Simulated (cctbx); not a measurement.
**A disordered crystal of nominal Tb2Zn17N3**

Cell a = 9.3000 Å, b = 9.3000 Å, c = 13.3970 Å, α = 90.00°, β = 90.00°, γ = 120.00°; space group R-3m (no. 166); nominal formula Tb2Zn17N3.

The data are simulated with cctbx, not measured: Mo Kα, λ = 0.71073 Å, to d = 0.8 Å, 80 % of the full sphere, strongest reflection 40000 counts, noise from counting, a 4 % proportional error and a noise floor of 2 counts (s.d.); no absorption.

With every site full:

```text
Rint 0.036, 276 unique reflections to 0.80 A
cycle     R1     wR2    GooF  max shift (A)
   1  0.2895  0.6450  29.305   0.01469
   3  0.0944  0.2511  11.408   0.00016
final R1 0.0943 wR2 0.2511 GooF 11.407  parameters 25  data/parameter 11.0
atom        x        y        z      Ueq    occ   su(xyz)  su(Uiso or U11)
Tb1    0.33333  0.66667  0.01187   0.0170  1.000  0.00025  0.0014
Zn2    0.33333  0.66667  0.75835   0.0120  1.000  0.00050  0.0021
Zn3    0.99560  0.49780  0.15213   0.0146  1.000  0.00058  0.0024
Zn4    0.38795  0.33333  0.33333   0.0240  1.000  0.00051  0.0018
Zn5    0.33333  0.16667  0.16667  -0.0083  1.000  0.00000  0.0018  NPD
N1     0.00000  0.50000  0.00000   0.7805  1.000  0.00000  0.0224  NPD
difference map: max 14.86 min -4.35 rms 1.35
Q1    0.0000  0.5000  0.5000    9   14.87  0.00 A from Zn5
Q2    0.0046  0.5023  0.8258   18    6.38  0.30 A from Zn3
Q3    0.0000  0.5000  0.0000    9    5.21  0.00 A from N1
Q4    0.0000  0.0000  0.1022    6    5.12  0.14 A from Zn2
Q5    0.0000  0.2701  0.0000   18    4.94  0.08 A from Zn4
Q6    0.0000  0.0000  0.2661    6    1.65  1.06 A from Tb1
```

With the occupancies of the suspect sites free, each still typed as its main element:

```text
Rint 0.036, 276 unique reflections to 0.80 A
cycle     R1     wR2    GooF  max shift (A)
   1  0.2910  0.6308  28.774   0.00521
  15  0.0080  0.0198   0.905   0.00000
final R1 0.0080 wR2 0.0198 GooF 0.903  parameters 27  data/parameter 10.2
atom        x        y        z      Ueq    occ   su(xyz)  su(Uiso or U11)
Tb1    0.33333  0.66667  0.01169   0.0121  0.788  0.00002  0.0001
Zn2    0.33333  0.66667  0.75839   0.0193  1.000  0.00004  0.0002
Zn3    0.99609  0.49804  0.15235   0.0210  1.000  0.00003  0.0002
Zn4    0.38810  0.33333  0.33333   0.0306  1.000  0.00004  0.0002
Zn5    0.33333  0.16667  0.16667   0.0102  1.296  0.00000  0.0002
N1     0.00000  0.50000  0.00000   0.0433  1.000  0.00000  0.0020
su of occupancy Tb1: 0.002
su of occupancy Zn5: 0.003
difference map: max 0.34 min -0.67 rms 0.09
Q1    0.0000  0.0000  0.0000    3    0.34  1.23 A from Zn2
Q2    0.0732  0.1465  0.4341   18    0.32  1.68 A from Tb1
Q3    0.1093  0.2186  0.7189   18    0.31  1.79 A from Zn5
Q4    0.0339  0.4274  0.2726   36    0.31  1.18 A from Zn4
Q5    0.1088  0.2175  0.0656   18    0.29  1.64 A from Zn4
Q6    0.0898  0.1795  0.7872   18    0.28  1.38 A from Zn5
```

**Question.** What is the disorder?

X-rays count electrons. Tb1 refines to 0.788(0.002), or 51.2 electrons; the site truly holds 0.6 Tb and 0.4 Zn, 51.0 electrons, which is 0.785 of Tb; Zn5 refines to 1.296(0.003), or 38.9 electrons; the site truly holds 0.7333 Zn and 0.2667 Tb, 39.3 electrons, which is 1.311 of Zn. A value under 1 can't tell vacancies from a lighter guest, and one over 1 needs a heavier guest; chemistry or a second radiation must settle which. Occupancy correlates with U and the scale, and the two elements' form factors differ in shape, so the match is approximate.

Freeing them takes R1 from 0.0943 to 0.0080 and GooF from 11.41 to 0.90.

The model is made up (kin elements in a known structure type, no relaxation), so it says nothing on whether the phase exists.

[Middle refinement cycles are left out of these outputs.]

[Logs are printed without paths, hosts, clocks, repeated set-up lines and the standing remarks that a program may print on its own settings, such as how far it seeks lower states.]
